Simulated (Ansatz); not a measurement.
**Band gap of LiNbO3 (R3c) from density functionals to GW**

Aim: the gap of LiNbO3 (R3c) at several levels of theory on one structure, with the time that each takes.

Main program and level: Ansatz 0.2.0; density functionals, hybrids and G0W0, plane waves, PAW.

Report form: the programs' logs are mostly left out.

In doubt: masses and optical values from hybrid runs of this build are listed as unsure (step 10), which bears on the screening that GW takes from such a start.

**1. The starting structure**

The structure is trigonal, space group R3c (No. 161). Conventional cell: a = 5.152 Å, b = 5.152 Å, c = 13.869 Å, α = 90.00°, β = 90.00°, γ = 120.00°. Li has 6 O at 2.07 to 2.24 Å nearest. Nearest to Nb lie 6 O at 1.88 to 2.13 Å. O has 2 Nb at 1.88 to 2.13 Å and 2 Li at 2.07 to 2.24 Å nearest. Farther neighbours and most contacts between anions are not listed.

Structure file:

```cif
data_structure
_symmetry_space_group_name_H-M 'P 1'
_symmetry_Int_Tables_number 1
_cell_length_a 5.4971
_cell_length_b 5.4971
_cell_length_c 5.4971
_cell_angle_alpha 55.883
_cell_angle_beta 55.883
_cell_angle_gamma 55.883
_cell_volume 106.25
loop_
_atom_site_label
_atom_site_type_symbol
_atom_site_fract_x
_atom_site_fract_y
_atom_site_fract_z
_atom_site_occupancy
Li1 Li 0.28150 0.28150 0.28150 1
Li2 Li 0.78150 0.78150 0.78150 1
Nb3 Nb 0.00006 0.00006 0.00006 1
Nb4 Nb 0.50006 0.50006 0.50006 1
O5 O 0.11231 0.35836 0.71959 1
O6 O 0.71959 0.11231 0.35836 1
O7 O 0.35836 0.71959 0.11231 1
O8 O 0.21959 0.85836 0.61231 1
O9 O 0.85836 0.61231 0.21959 1
O10 O 0.61231 0.21959 0.85836 1
```

The cell and positions come from the Crystallography Open Database and are kept as given unless a step says otherwise. The default PAW set here is soft_2. Its files were made with PBE.

**2. LDA on the 6×6×6 mesh**

This step: DFT, LDA, plane waves, PAW.

File input.yaml:

```yaml
crystal:
  lattice:
    - [2.5758, 1.4871388234, 4.623]
    - [-2.5758, 1.4871388234, 4.623]
    - [0.0, -2.9742776468, 4.623]
  atoms:
    - { symbol: Li, position: [0.2815, 0.2815, 0.2815] }
    - { symbol: Li, position: [0.7815, 0.7815, 0.7815] }
    - { symbol: Nb, position: [5.5e-05, 5.5e-05, 5.5e-05] }
    - { symbol: Nb, position: [0.500055, 0.500055, 0.500055] }
    - { symbol: O, position: [0.11231, 0.35836, 0.71959] }
    - { symbol: O, position: [0.71959, 0.11231, 0.35836] }
    - { symbol: O, position: [0.35836, 0.71959, 0.11231] }
    - { symbol: O, position: [0.21959, 0.85836, 0.61231] }
    - { symbol: O, position: [0.85836, 0.61231, 0.21959] }
    - { symbol: O, position: [0.61231, 0.21959, 0.85836] }
kpoints:
  mp_grid: { grid: [6, 6, 6] }
  band_path:
    path:
      - [0.0, 0.0, 0.0]
      - [-0.5, -0.5, -0.5]
      - [-0.5, -0.23565315, -0.76434685]
      - [-0.23565315, 0.23565315, -0.5]
      - [0.0, 0.0, -0.5]
      - [0.0, 0.36782657, -0.36782657]
      - [-0.36782657, 0.0, -0.63217343]
      - [-0.5, 0.0, -0.5]
      - [-0.15, -0.15, -0.15]
      - [-0.381043913, 0.0, -0.618956087]
    npoints: 1
hamiltonian:
  xc: lda
scf:
  occupations: { method: fixed }
  n_extra_bands: 7
output:
  eigenvalues: true
  forces: true
  stress: true
```

On the command line:

```sh
ansatz run input.yaml --threads 3 --pin off --max-ram 92160MiB --backend cuda --events-out ev --progress --plain --runs-dir out --devices 1 --max-vram 13GiB
```

The job ended after 5 s (1 × NVIDIA H100 80GB HBM3 (shared by 6 runs) with 3 threads of AMD EPYC 7R13 (Zen 3), shared host; peak memory 0.93 GiB; 3.9 s of CPU time).

This step gave:

| Property | Result |
| --- | --- |
| pressure | -5.736 GPa |
| gap | 3.526 eV |
| valence top at | k = (-0.150, -0.150, -0.150) |
| conduction bottom at | k = (-0.381, 0.000, -0.619) |
| least direct gap | 3.558 eV |

Over mesh and listed points the gap is 3.526 eV, from k = (-0.150, -0.150, -0.150) to k = (-0.381, 0.000, -0.619). The least direct gap found is 3.558 eV, at k = Γ. On the 6×6×6 mesh alone the same run gives 3.549 eV, so that mesh misses an edge of LDA: 3.549 − 3.526 = +0.023 eV. The pressure in this cell is -6 GPa; the cell is kept.

**3. PBE on the 6×6×6 mesh**

Levels along a band path and on the mesh show where this functional puts the band edges.

This step: DFT, PBE, plane waves, PAW.

Changes to input.yaml since step 2:

```diff
@@ -20,17 +20,10 @@
     path:
-      - [0.0, 0.0, 0.0]
-      - [-0.5, -0.5, -0.5]
-      - [-0.5, -0.23565315, -0.76434685]
-      - [-0.23565315, 0.23565315, -0.5]
-      - [0.0, 0.0, -0.5]
-      - [0.0, 0.36782657, -0.36782657]
-      - [-0.36782657, 0.0, -0.63217343]
-      - [-0.5, 0.0, -0.5]
-      - [-0.15, -0.15, -0.15]
-      - [-0.381043913, 0.0, -0.618956087]
-    npoints: 1
+      - [[0.0, 0.0, 0.0], [-0.5, -0.5, -0.5], [-0.5, -0.23565315, -0.76434685]]
+      - [[-0.23565315, 0.23565315, -0.5], [0.0, 0.0, -0.5], [0.0, 0.0, 0.0], [0.0, 0.36782657, -0.36782657]]
+      - [[-0.36782657, 0.0, -0.63217343], [-0.5, 0.0, -0.5], [0.0, 0.0, 0.0]]
+    npoints: 10
 hamiltonian:
-  xc: lda
+  xc: pbe
 scf:
-  occupations: { method: fixed }
+  occupations: { method: fermi_dirac, width: 0.02 }
   n_extra_bands: 7
@@ -40 +33,5 @@
   stress: true
+  write_density: true
+  write_potential: true
+  elf: true
+  volumetric_format: npy
```

It took 6.5 s on 1 × NVIDIA H100 80GB HBM3 (shared by 6 runs) with 3 threads; peak memory 0.96 GiB; 6.2 s of CPU time.

This step gave:

```
pressure             : 4.635 GPa
filled bands         : 34
gap                  : 3.584 eV
valence top at       : k = (-0.150, -0.150, -0.150)
conduction bottom at : k = (-0.381, 0.000, -0.619)
least direct gap     : 3.620 eV
```

Over mesh and path the gap is 3.584 eV, from k = (-0.150, -0.150, -0.150) to k = (-0.381, 0.000, -0.619). The least direct gap found is 3.620 eV, at k = Γ. On the 6×6×6 mesh alone the same run gives 3.608 eV, so that mesh misses an edge of PBE: 3.608 − 3.584 = +0.024 eV. The pressure in this cell is 5 GPa; the cell is kept. PBE against LDA: 3.584 − 3.526 = +0.058 eV, with the same mesh, files and cutoff, and both edges at the same k points.

**4. PBE+SOC on the 6×6×6 mesh**

This run has two-component orbitals with spin-orbit coupling.

This step: DFT, PBE with spin-orbit coupling, plane waves, PAW.

input.yaml, the sections that differ from step 3:

```yaml
kpoints:
  mp_grid: { grid: [6, 6, 6] }
  band_path:
    path:
      - [0.0, 0.0, 0.0]
      - [-0.5, -0.5, -0.5]
      - [-0.5, -0.23565315, -0.76434685]
      - [-0.23565315, 0.23565315, -0.5]
      - [0.0, 0.0, -0.5]
      - [0.0, 0.36782657, -0.36782657]
      - [-0.36782657, 0.0, -0.63217343]
      - [-0.5, 0.0, -0.5]
      - [-0.15, -0.15, -0.15]
      - [-0.381043913, 0.0, -0.618956087]
    npoints: 1
scf:
  occupations: { method: fixed }
  n_extra_bands: 14
magnetization:
  noncollinear: true
  spin_orbit: true
output:
  eigenvalues: true
  forces: true
  stress: true
# crystal, hamiltonian: as in step 3
```

Wall time 15 s (1 × NVIDIA H100 80GB HBM3 (shared by 6 runs) with 3 threads); peak memory 0.99 GiB; 24 s of CPU time.

Numbers from this step:

- pressure: 4.625 GPa
- gap: 3.543 eV
- valence top at: k = (-0.150, -0.150, -0.150)
- conduction bottom at: k = (-0.381, 0.000, -0.619)
- least direct gap: 3.595 eV

Over mesh and listed points the gap is 3.543 eV, from k = (-0.150, -0.150, -0.150) to k = (-0.381, 0.000, -0.619). The least direct gap found is 3.595 eV, at k = Γ. On the 6×6×6 mesh alone the same run gives 3.571 eV, so that mesh misses an edge of PBE+SOC: 3.571 − 3.543 = +0.028 eV. The pressure in this cell is 5 GPa; the cell is kept. PBE+SOC against PBE: 3.543 − 3.584 = −0.041 eV, with the same mesh, set of files (read in its fully relativistic form for the spin-orbit run) and cutoff, and both edges at the same k points. The spin-orbit run sees mesh and listed points alone, so its gap is an upper bound: the coupling can move an edge off these points, the more so as this crystal has no centre of inversion, and the change over the zone, its sign included where it is small, is not known.

**5. r2SCAN on the 6×6×6 mesh**

r2SCAN is a meta-GGA: it depends on the kinetic-energy density as well as on the density and its gradient.

This step: DFT, r2SCAN, plane waves, PAW.

Changes to input.yaml since step 4:

```diff
@@ -32,9 +32,6 @@
 hamiltonian:
-  xc: pbe
+  xc: r2scan
 scf:
   occupations: { method: fixed }
-  n_extra_bands: 14
-magnetization:
-  noncollinear: true
-  spin_orbit: true
+  n_extra_bands: 7
 output:
```

Wall time 14 s (1 × NVIDIA H100 80GB HBM3 (shared by 6 runs) with 3 threads); peak memory 1.2 GiB.

Numbers from this step:

```yaml
pressure: 0.4481 GPa
gap: 4.000 eV
valence_top_at: k = (-0.150, -0.150, -0.150)
conduction_bottom_at: k = (-0.381, 0.000, -0.619)
least_direct_gap: 4.039 eV
```

Over mesh and listed points the gap is 4.000 eV, from k = (-0.150, -0.150, -0.150) to k = (-0.381, 0.000, -0.619). The least direct gap found is 4.039 eV, at k = Γ. On the 6×6×6 mesh alone the same run gives 4.023 eV, so that mesh misses an edge of r2SCAN: 4.023 − 4.000 = +0.023 eV. r2SCAN against PBE: 4.000 − 3.584 = +0.416 eV. The runs also differ in plane-wave cutoff (420 eV and 500 eV), so how much of this comes from the functional alone is not known.

**6. HSE06 on the 4×4×4 mesh**

HSE06 mixes in a quarter of exact exchange at short range.

This step: DFT, HSE06, plane waves, PAW.

Changes to input.yaml since step 5:

```diff
@@ -17,3 +17,3 @@
 kpoints:
-  mp_grid: { grid: [6, 6, 6] }
+  mp_grid: { grid: [4, 4, 4] }
   band_path:
@@ -32,3 +32,3 @@
 hamiltonian:
-  xc: r2scan
+  xc: hse06
 scf:
@@ -38,3 +38 @@
   eigenvalues: true
-  forces: true
-  stress: true
```

Elapsed: 37 s, on 1 × NVIDIA H100 80GB HBM3 (shared by 6 runs) with 3 threads; peak memory 1.4 GiB; 65 s of CPU time.

This step gave:

- gap: 5.031 eV
- valence top at: k = (-0.150, -0.150, -0.150)
- conduction bottom at: k = (-0.381, 0.000, -0.619)
- least direct gap: 5.066 eV
- exact-exchange fraction: 0.25

Over mesh and listed points the gap is 5.031 eV, from k = (-0.150, -0.150, -0.150) to k = (-0.381, 0.000, -0.619). The least direct gap found is 5.066 eV, at k = Γ. On the 4×4×4 mesh alone the same run gives 5.066 eV, so that mesh misses an edge of HSE06: 5.066 − 5.031 = +0.035 eV. HSE06 against PBE: 5.031 − 3.584 = +1.447 eV. The runs also differ in mesh (6×6×6 and 4×4×4), so how much of this comes from the functional alone is not known.

**7. PBE0 on the 4×4×4 mesh**

PBE0 mixes in a quarter of exact exchange at all distances.

This step: DFT, PBE0, plane waves, PAW.

Changes to input.yaml since step 6:

```diff
@@ -32,3 +32,3 @@
 hamiltonian:
-  xc: hse06
+  xc: pbe0
 scf:
```

Wall time 30 s (1 × NVIDIA H100 80GB HBM3 (shared by 6 runs) with 3 threads); peak memory 1.4 GiB.

This step gave:

- gap: 5.789 eV
- valence top at: k = (-0.150, -0.150, -0.150)
- conduction bottom at: k = (-0.381, 0.000, -0.619)
- least direct gap: 5.826 eV
- exact-exchange fraction: 0.25

Over mesh and listed points the gap is 5.789 eV, from k = (-0.150, -0.150, -0.150) to k = (-0.381, 0.000, -0.619). The least direct gap found is 5.826 eV, at k = Γ. On the 4×4×4 mesh alone the same run gives 5.825 eV, so that mesh misses an edge of PBE0: 5.825 − 5.789 = +0.036 eV. PBE0 against HSE06: 5.789 − 5.031 = +0.758 eV, with the same mesh, files and cutoff, and both edges at the same k points.

**8. DDH-PBE0 on the 4×4×4 mesh**

The input asks for a share of exact exchange of one over the crystal's ε∞, which the program works out first.

This step: DFT, dielectric-dependent PBE0 (fraction 1/eps_inf of PBE), plane waves, PAW.

Changes to input.yaml since step 7:

```diff
@@ -16,2 +16,3 @@
     - { symbol: O, position: [0.61231, 0.21959, 0.85836] }
+  host: atoms
 kpoints:
@@ -32,3 +33,6 @@
 hamiltonian:
-  xc: pbe0
+  xc:
+    exchange: pbe
+    correlation: pbe
+    exx: { coeff: inverse_dielectric }
 scf:
@@ -38 +42,5 @@
   eigenvalues: true
+  write_density: true
+  write_potential: true
+  elf: true
+  volumetric_format: npy
```

The job ended after 41 s (1 × NVIDIA H100 80GB HBM3 (shared by 6 runs) with 3 threads; peak memory 1.6 GiB; 78 s of CPU time).

This step gave:

```
gap                     : 5.233 eV
valence top at          : k = (-0.150, -0.150, -0.150)
conduction bottom at    : k = (-0.381, 0.000, -0.619)
least direct gap        : 5.269 eV
exact-exchange fraction : 0.1890
```

Over mesh and listed points the gap is 5.233 eV, from k = (-0.150, -0.150, -0.150) to k = (-0.381, 0.000, -0.619). The least direct gap found is 5.269 eV, at k = Γ. On the 4×4×4 mesh alone the same run gives 5.268 eV, so that mesh misses an edge of DDH-PBE0: 5.268 − 5.233 = +0.035 eV. DDH-PBE0 against PBE0: 5.233 − 5.789 = −0.556 eV, with the same mesh, files and cutoff, and both edges at the same k points.

**9. G0W0@PBE, 4×4×4 mesh, 488 empty bands, screening to 160 eV**

G0W0 replaces the xc potential by a self-energy built once from the orbitals of the start. Levels are corrected in the window of bands that the input names, at points of the mesh.

This step: G0W0 on PBE, plane waves, PAW.

File input.yaml:

```yaml
crystal:
  lattice:
    - [2.5758, 1.4871388234, 4.623]
    - [-2.5758, 1.4871388234, 4.623]
    - [0.0, -2.9742776468, 4.623]
  atoms:
    - { symbol: Li, position: [0.2815, 0.2815, 0.2815] }
    - { symbol: Li, position: [0.7815, 0.7815, 0.7815] }
    - { symbol: Nb, position: [5.5e-05, 5.5e-05, 5.5e-05] }
    - { symbol: Nb, position: [0.500055, 0.500055, 0.500055] }
    - { symbol: O, position: [0.11231, 0.35836, 0.71959] }
    - { symbol: O, position: [0.71959, 0.11231, 0.35836] }
    - { symbol: O, position: [0.35836, 0.71959, 0.11231] }
    - { symbol: O, position: [0.21959, 0.85836, 0.61231] }
    - { symbol: O, position: [0.85836, 0.61231, 0.21959] }
    - { symbol: O, position: [0.61231, 0.21959, 0.85836] }
kpoints:
  mp_grid: { grid: [4, 4, 4] }
hamiltonian:
  xc: pbe
scf:
  occupations: { method: fixed }
gw:
  n_empty_bands: 488
  ecut_chi: 160.0
  qp_bands: [v3, c3]
  qp_kpoints: band_edges
  screening: { model: contour_deformation }
```

Elapsed: 73 s, on 1 × NVIDIA H100 80GB HBM3 (shared by 6 runs) with 3 threads; peak memory 1.8 GiB; 2.1 min of CPU time.

This step gave:

- bands summed: 522
- RPA ε∞ on this mesh (eigenvalues): 4.942, 5.151, 5.151
- plane waves in the screening matrix: 495
- G0W0 gap over the corrected points: 5.163 eV
- k of the valence top: 0, 0, 0
- k of the conduction bottom: 0, 0.25, -0.5
- starting gap on the mesh: 3.618 eV
- Z at the valence top: 0.7306
- Z at the conduction bottom: 0.7752
- least direct G0W0 gap over the corrected points: 5.165 eV

Over all 13 irreducible mesh points the G0W0 gap is 5.163 eV, from k = Γ to k = (0.000, 0.250, -0.500). The PBE gap of this run on the mesh is 3.618 eV. The two states that bound the G0W0 gap lie that far apart at the start, so the correction of the gap is 5.163 − 3.618 = +1.545 eV.

**10. G0W0@HSE06, 4×4×4 mesh, 226 empty bands, screening to 96 eV**

This step: G0W0 on HSE06, plane waves, PAW.

Changes to input.yaml since step 9:

```diff
@@ -19,3 +19,3 @@
 hamiltonian:
-  xc: pbe
+  xc: hse06
 scf:
@@ -23,4 +23,4 @@
 gw:
-  n_empty_bands: 488
-  ecut_chi: 160.0
+  n_empty_bands: 226
+  ecut_chi: 96
   qp_bands: [v3, c3]
```

Run time: 95 s. Hardware: 1 × NVIDIA H100 80GB HBM3 (shared by 6 runs) with 3 threads; peak memory 1.8 GiB; 2.1 min of CPU time.

This step gave:

```yaml
bands_summed: 260
rpa_eps_infinity_on_this_mesh_eigenvalues: 3.908, 4.093, 4.093
plane_waves_in_the_screening_matrix: 211
g0w0_gap_over_the_corrected_points: 5.605 eV
k_of_the_valence_top: 0, 0, 0
k_of_the_conduction_bottom: 0, 0.25, -0.5
starting_gap_on_the_mesh: 5.066 eV
z_at_the_valence_top: 0.7748
z_at_the_conduction_bottom: 0.8114
least_direct_g0w0_gap_over_the_corrected_points: 5.612 eV
```

Over all 13 irreducible mesh points the G0W0 gap is 5.605 eV, from k = Γ to k = (0.000, 0.250, -0.500). The HSE06 gap of this run on the mesh is 5.066 eV. The two states that bound the G0W0 gap lie that far apart at the start, so the correction of the gap is 5.605 − 5.066 = +0.539 eV. G0W0@HSE06 against G0W0@PBE with 260 bands (a further run, in the table below): 5.605 − 5.132 = +0.473 eV, with the same mesh, files and cutoffs, and both edges at the same k points.

**11. G0W0@LDA, 4×4×4 mesh, 226 empty bands, screening to 96 eV**

This step: G0W0 on LDA, plane waves, PAW.

Changes to input.yaml since step 10:

```diff
@@ -19,3 +19,3 @@
 hamiltonian:
-  xc: hse06
+  xc: lda
 scf:
```

The job ended after 20 s (1 × NVIDIA H100 80GB HBM3 (shared by 6 runs) with 3 threads; peak memory 1.3 GiB; 30 s of CPU time).

Numbers from this step:

| Property | Result |
| --- | --- |
| bands summed | 260 |
| RPA ε∞ on this mesh (eigenvalues) | 5.115, 5.335, 5.335 |
| plane waves in the screening matrix | 211 |
| G0W0 gap over the corrected points | 5.194 eV |
| k of the valence top | 0, 0, 0 |
| k of the conduction bottom | 0, 0.25, -0.5 |
| starting gap on the mesh | 3.558 eV |
| Z at the valence top | 0.7353 |
| Z at the conduction bottom | 0.7785 |
| least direct G0W0 gap over the corrected points | 5.196 eV |

Over all 13 irreducible mesh points the G0W0 gap is 5.194 eV, from k = Γ to k = (0.000, 0.250, -0.500). The LDA gap of this run on the mesh is 3.558 eV. Other states bound it: the two that bound the G0W0 gap lie 3.562 eV apart in LDA, so state for state the correction is 5.194 − 3.562 = +1.632 eV, while gap against gap it is 5.194 − 3.558 = +1.636 eV. G0W0@LDA against G0W0@HSE06 with 260 bands: 5.194 − 5.605 = −0.411 eV, with the same mesh, files and cutoffs, and both edges at the same k points.

(Part 1 of 2 ends here.)

[Paths, hosts, dates, memory and timing lines, banners, echoed tables and standing remarks are left out of the program output.]

[Logs are printed without paths, hosts, clocks, repeated set-up lines and the standing remarks that a program may print on its own settings, such as how far it seeks lower states.]

[Runs of the session that timed out or met a known fault of the program may be left out.]

[Cells called generated may have been cut or substituted from an entry of the Crystallography Open Database or the Materials Project.]

[Hosts, paths, dates, database ids (printed as entryN), source tags and the programs' standing remarks are cut or masked in the printed files.]

[Where an RPA ε∞ is given, it is that of the G0W0 mesh and is not shown converged in it. Names of k-points follow the symmetry that the program found, which can be lower than the space group named. Band edges on a path are those of the sampled points; other points can move an edge, and change direct to indirect where valleys lie close.]

[Hybrid gaps are those of their k-mesh and are not shown converged in it.]
